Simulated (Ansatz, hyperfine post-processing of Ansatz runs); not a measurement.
# Reading the 7Li spectrum of Li2MnF4

Calculated values: DFT, PBE+U, plane-wave PAW, default files (PAW set soft_2), collinear spin, scalar-relativistic (Ansatz), contact and point-dipole shifts scaled to 340 K with Θ = 0 K (a pure Curie law); spin-only moments, above the ordering temperature.

```
Mn F Li
1.0
     8.81510    0.00000    0.00000
     0.00000    4.40755    0.00000
     0.00000    0.00000    5.00650
Mn F Li
2 8 4
Direct
  0.00000 0.00000 0.00000
  0.50000 0.00000 0.00000
  0.38169 0.76338 0.27944
  0.88169 0.76338 0.27944
  0.38169 0.23662 0.72056
  0.88169 0.23662 0.72056
  0.11831 0.23662 0.27944
  0.61831 0.23662 0.27944
  0.11831 0.76338 0.72056
  0.61831 0.76338 0.72056
  0.25000 0.00000 0.50000
  0.75000 0.00000 0.50000
  0.00000 0.50000 0.50000
  0.50000 0.50000 0.50000
```

7Li MAS at 2.35 T (38.9 MHz), 60 kHz, 340 K; contact and dipolar shift alone, no orbital or quadrupolar part; lines under 1.5 % of the strongest are left out. Lines of the NMR spectrum (strongest = 100):

```tsv
position (ppm)	intensity
-2997.5	2.0
-1454.6	8.2
88.2	100
1631.1	10
```

Q: Find the isotropic shifts among the lines and assign them to the Li sites.

Sidebands are spaced by 1543 ppm (the spinning rate over the resonance of 38.9 MHz). An isotropic line need not be the tallest: it is the area-weighted centre of its own family of sidebands, and the one that stays put when the rate is changed. Isotropic shifts: 88 ppm for atom 11 and the 3 atoms equivalent to it (4 Mn through links of 115° (4)), reduced anisotropy -1705 ppm.

[Logs are printed without paths, hosts, clocks, repeated set-up lines and the standing remarks that a program may print on its own settings, such as how far it seeks lower states.]

[Hosts, paths, dates, database ids (printed as entryN), source tags and the programs' standing remarks are cut or masked in the printed files.]
